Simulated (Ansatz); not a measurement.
# One crystal, many levels of theory: Cs2HgSe2 (Pbam), part 3 of 3

Wanted: a ladder of band gaps for Cs2HgSe2 (Pbam), from density functionals to G0W0.

Ansatz 0.2.0; density functionals, hybrids and G0W0, plane waves, PAW. Known limits of the many-body steps: finite bands, screening cutoff and k mesh; no spin-orbit coupling in G0W0; d shells not analysed; screening cutoff under 40 eV in some runs.

So far. Step 10 (G0W0@HSE06, 2×2×4 mesh, 420 empty bands, screening to …): Over all 12 irreducible mesh points the G0W0 gap is 3.781 eV, from k = (-0.500, 0.000, 0.000) to k = Γ. The HSE06 gap of this run on the mesh is 2.888 eV. The two states that bound the G0W0 gap lie that far apart at the start, so the correction of the gap is 3.781 − 2.888 = +0.893 eV.

In doubt: masses and optical values from hybrid runs of this build are listed as unsure (step 10), which bears on the screening that GW takes from such a start.

## Step 12: The ladder

Each gap is the least one over the points named; times are wall times on shared hosts, not benchmarks. A G0W0 time includes the run's own self-consistent start. Runs with listed points see these and the mesh alone, so an edge that moves elsewhere is missed. Rows marked * are further runs, not shown as steps, whose inputs differ from the G0W0 step on the same start in the columns given; solver thresholds can differ too. Symmetry makes (0.500, 0.000, 0.000) and (-0.500, 0.000, 0.000) one point.

```tsv
level	mesh	files, cutoff	bands summed, screening	points	gap (eV)	valence top	conduction bottom	least direct gap (eV)	time
LDA	4×2×6	soft_1 PAW, 420 eV	-	mesh and listed points	1.788	(0.400, 0.000, 0.000)	Γ	1.821	16 s
PBE	4×2×6	soft_1 PAW, 420 eV	-	mesh and path	1.997	(0.400, 0.000, 0.000)	Γ	2.030	20 s
PBE+SOC	4×2×6	soft_1 PAW, 420 eV	-	mesh and listed points	1.921	(0.500, 0.000, 0.000)	Γ	1.990	27 s
r2SCAN	4×2×6	soft_1 PAW, 500 eV	-	mesh and listed points	2.343	(0.400, 0.000, 0.000)	Γ	2.378	19 s
HSE06	2×2×4	soft_1 PAW, 420 eV	-	mesh and listed points	2.883	(0.400, 0.000, 0.000)	Γ	2.921	84 s
PBE0	2×2×4	soft_1 PAW, 420 eV	-	mesh and listed points	3.571	(0.400, 0.000, 0.000)	Γ	3.610	77 s
DDH-PBE0	2×2×4	soft_1 PAW, 420 eV	-	mesh and listed points	3.509	(0.400, 0.000, 0.000)	Γ	3.548	1.8 min
G0W0@PBE*	2×2×4	soft_1 PAW, 420 eV	218, 30 eV	all 12 irreducible mesh points	3.266	(-0.500, 0.000, 0.000)	Γ	3.307	24 s
G0W0@PBE*	2×2×4	soft_1 PAW, 420 eV	490, 60 eV	all 12 irreducible mesh points	3.358	(-0.500, 0.000, 0.000)	Γ	3.397	65 s
G0W0@PBE	2×2×4	soft_1 PAW, 420 eV	974, 100 eV	all 12 irreducible mesh points	3.437	(-0.500, 0.000, 0.000)	Γ	3.472	1.8 min
G0W0@PBE*	2×2×2	soft_1 PAW, 420 eV	490, 60 eV	all 8 irreducible mesh points	3.342	(-0.500, 0.000, 0.000)	Γ	3.379	35 s
G0W0@HSE06	2×2×4	soft_1 PAW, 420 eV	490, 60 eV	all 12 irreducible mesh points	3.781	(-0.500, 0.000, 0.000)	Γ	3.823	3 min
G0W0@r2SCAN	2×2×4	soft_1 PAW, 500 eV	490, 60 eV	all 12 irreducible mesh points	3.604	(-0.500, 0.000, 0.000)	Γ	3.641	42 s
```

## Step 13: Outcome

| Quantity | Value |
| --- | --- |
| LDA, over mesh and listed points | 1.788 eV |
| PBE, over mesh and path | 1.997 eV |
| PBE+SOC, over mesh and listed points | 1.921 eV |
| r2SCAN, over mesh and listed points | 2.343 eV |
| HSE06, over mesh and listed points | 2.883 eV |
| PBE0, over mesh and listed points | 3.571 eV |
| DDH-PBE0, over mesh and listed points | 3.509 eV |
| G0W0@PBE (974 bands, 2×2×4), over all 12 irreducible mesh points | 3.437 eV |
| G0W0@HSE06, over all 12 irreducible mesh points | 3.781 eV |
| G0W0@r2SCAN, over all 12 irreducible mesh points | 3.604 eV |
| known limits | finite bands, screening cutoff and k mesh; no spin-orbit coupling in G0W0; d shells not analysed; screening cutoff under 40 eV in some runs |

The rows run from 1.788 eV (LDA) to 3.781 eV (G0W0@HSE06). They differ in mesh, plane-wave cutoff, bands and screening cutoff of G0W0 and the points over which the gap was sought as well as in level, so only pairs that share these are like for like. PBE against LDA: 1.997 − 1.788 = +0.209 eV, with the same mesh, files and cutoff, and both edges at the same k points. PBE0 against HSE06: 3.571 − 2.883 = +0.688 eV, with the same mesh, files and cutoff, and both edges at the same k points. DDH-PBE0 against PBE0: 3.509 − 3.571 = −0.062 eV, with the same mesh, files and cutoff, and both edges at the same k points. G0W0@HSE06 against G0W0@PBE with 490 bands: 3.781 − 3.358 = +0.423 eV, with the same mesh, files and cutoffs, and both edges at the same k points. The dielectric-dependent hybrid took 0.240 of exact exchange, against 0.25 in PBE0. G0W0@PBE (974 bands, 2×2×4) moves the gap of its own start on the mesh by 3.437 − 2.004 = +1.433 eV, between the same two levels. Over mesh and path, PBE puts the valence top at k = (0.400, 0.000, 0.000), where no G0W0 correction was computed. The G0W0 gap over the whole zone is therefore not known from this run; at its settings it can only be equal to or under the 3.437 eV found, and no correction is carried over from another point. For the start itself the gap is 1.997 eV over mesh and path and 2.004 eV on the mesh of the G0W0 run, in runs that differ in mesh (4×2×6 and 2×2×4). G0W0@HSE06 moves the gap of its own start on the mesh by 3.781 − 2.888 = +0.893 eV, between the same two levels. Over mesh and listed points, HSE06 puts the valence top at k = (0.400, 0.000, 0.000), where no G0W0 correction was computed. The G0W0 gap over the whole zone is therefore not known from this run; at its settings it can only be equal to or under the 3.781 eV found, and no correction is carried over from another point. For the start itself the gap is 2.883 eV over mesh and listed points and 2.888 eV on the mesh of the G0W0 run. G0W0@r2SCAN moves the gap of its own start on the mesh by 3.604 − 2.348 = +1.256 eV, between the same two levels. Over mesh and listed points, r2SCAN puts the valence top at k = (0.400, 0.000, 0.000), where no G0W0 correction was computed. The G0W0 gap over the whole zone is therefore not known from this run; at its settings it can only be equal to or under the 3.604 eV found, and no correction is carried over from another point. For the start itself the gap is 2.343 eV over mesh and listed points and 2.348 eV on the mesh of the G0W0 run, in runs that differ in mesh (4×2×6 and 2×2×4). What spin-orbit coupling does to the G0W0 levels was not computed, so no sum with the G0W0 gap is formed. For G0W0@PBE: from 218 bands and 30 eV to 974 bands and 100 eV the gap moves by 3.437 − 3.266 = +0.171 eV (rung by rung 3.266, 3.358, 3.437 eV); bands and screening cutoff rise together, so their parts are not told apart. A line in one over the bands through the two highest rungs gives 3.437 + (3.437 − 3.358) × 490 / (974 − 490) = 3.517 eV, and through the pair below 3.358 + (3.358 − 3.266) × 218 / (490 − 218) = 3.432 eV. The two differ by 0.085 eV, not under the 0.030 eV asked, so the law does not hold well over these rungs and the limit is not known. The other G0W0 rows are shown at one basis each (490 bands), so their distance from the limit is not known here. With the 2×2×2 mesh in place of the 2×2×4 mesh and all else as in the G0W0@PBE row with 490 bands, the gap differs by 3.342 − 3.358 = −0.016 eV, and that of the start by 1.999 − 2.004 = −0.005 eV. The G0W0 runs are scalar-relativistic. One-shot GW is known to converge slowly in bands for compounds with shallow d shells. The cell holds Hg; the filling of the d shell and its place against the gap were not analysed here. G0W0@PBE runs of this series with other atomic data on the same mesh, not shown as steps, give 3.357 eV (hard PAW, 690 eV, 490 bands, screening to 60 eV; the table's row with the same empty bands and screening cutoff has 3.358 eV); where bands and cutoffs differ too, the part of the files is not isolated. A screening cutoff under 40 eV is crude: G0W0@PBE with 218 bands at 30 eV.

[Paths, hosts, dates, memory and timing lines, banners, echoed tables and standing remarks are left out of the program output.]

[Logs are printed without paths, hosts, clocks, repeated set-up lines and the standing remarks that a program may print on its own settings, such as how far it seeks lower states.]

[Runs of the session that timed out or met a known fault of the program may be left out.]

[Cells called generated may have been cut or substituted from an entry of the Crystallography Open Database or the Materials Project.]

[Hosts, paths, dates, database ids (printed as entryN), source tags and the programs' standing remarks are cut or masked in the printed files.]

[Where an RPA ε∞ is given, it is that of the G0W0 mesh and is not shown converged in it. Names of k-points follow the symmetry that the program found, which can be lower than the space group named. Band edges on a path are those of the sampled points; other points can move an edge, and change direct to indirect where valleys lie close.]

[Hybrid gaps are those of their k-mesh and are not shown converged in it.]
